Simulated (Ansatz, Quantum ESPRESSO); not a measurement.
## Si3Os (Fm-3m): zone-centre phonons: relaxation

Quantum ESPRESSO 7.5; DFT LDA, scalar-relativistic, plane waves, PseudoDojo norm-conserving pseudopotentials.

The structure was built from a prototype and need not be the compound's stable phase.

Symmetry: Fm-3m, No. 225, cubic system. Conventional cell: a = 6.100 Å, b = 6.100 Å, c = 6.100 Å, α = 90.00°, β = 90.00°, γ = 90.00°. Os has 14 Si at 2.64 to 3.05 Å nearest. Nearest to Si lie 8 Si at 2.64 Å and 6 Os at 3.05 Å. Nearest to Si lie 4 Si at 2.64 Å and 4 Os at 2.64 Å. Farther neighbours are not listed.

Step by step:

```tsv
step	energy less that of the first step (eV)	largest force (eV/Å)	pressure (GPa)	volume (Å³)
1	0.0000	0.0000	-12.45	56.74
2	-0.1743	0.0000	-2.81	53.21
3	-0.1814	0.0000	0.46	52.27
4	-0.1816	0.0000	-0.01	52.40
5	-0.1816	0.0000	0.00	52.39
6	-0.1814	0.0000	0.00	52.39
```

```tsv
conventional cell, symmetrised	before	after	change
a (Å)	6.100	5.940	-2.6 %
b (Å)	6.100	5.940	-2.6 %
c (Å)	6.100	5.940	-2.6 %
volume (Å³/atom)	14.18	13.10	-7.7 %
```

Final coordinates:

```xyz
4
Lattice="-2.9699 0.0000 2.9699 0.0000 2.9699 2.9699 -2.9699 2.9699 0.0000" Properties=species:S:1:pos:R:3 pbc="T T T"
Os    0.0000    0.0000    0.0000
Si   -2.9699    2.9699    2.9699
Si   -4.4549    4.4549    4.4549
Si   -1.4850    1.4850    1.4850
```

The last row of the table of steps is pw.x's closing run on a basis chosen anew for the final cell, so its energy can jump.

This step gave:

* volume per atom: 13.10 Å³
* pressure: -0.004 GPa

The volume changes by -7.7 % from the cell with which this run began.

**Question.** Which input gives these results?

The system, level and task follow from the heading and the kind of results. Meshes, cutoffs and thresholds can't be read from the results; these are the ones that the run used.

relax.in

```
&control
   calculation = 'vc-relax'
   prefix = 'x'
   outdir = './tmp'
   pseudo_dir = './pseudo'
   tprnfor = .true.
   tstress = .true.
   forc_conv_thr = 2.0d-05
   etot_conv_thr = 1.0d-07
   nstep = 40
/
&system
   ibrav = 2
   celldm(1) = 11.52670295
   nat = 4
   ntyp = 2
   ecutwfc = 89
   occupations = 'smearing'
   smearing = 'mv'
   degauss = 0.02
/
&electrons
   conv_thr = 1.0d-11
   mixing_beta = 0.7
   electron_maxstep = 100
/
&ions
/
&cell
   press_conv_thr = 0.2
/
ATOMIC_SPECIES
 Os    190.2300  Os.upf
 Si     28.0850  Si.upf
ATOMIC_POSITIONS crystal
 Os     0.000000000   0.000000000   0.000000000
 Si     0.500000000   0.500000000   0.500000000
 Si     0.750000000   0.750000000   0.750000000
 Si     0.250000000   0.250000000   0.250000000
K_POINTS automatic
 10 10 10 0 0 0
```

The run is started by

```
> OMP_NUM_THREADS=1 mpirun -n 4 pw.x -nk 4 -in relax.in > relax.out
```

[Host names and launcher messages were left out of these logs when they were recorded.]

[Logs are printed without paths, hosts, clocks, repeated set-up lines and the standing remarks that a program may print on its own settings, such as how far it seeks lower states.]

[Hosts, paths, dates, database ids (printed as entryN), source tags and the programs' standing remarks are cut or masked in the printed files.]
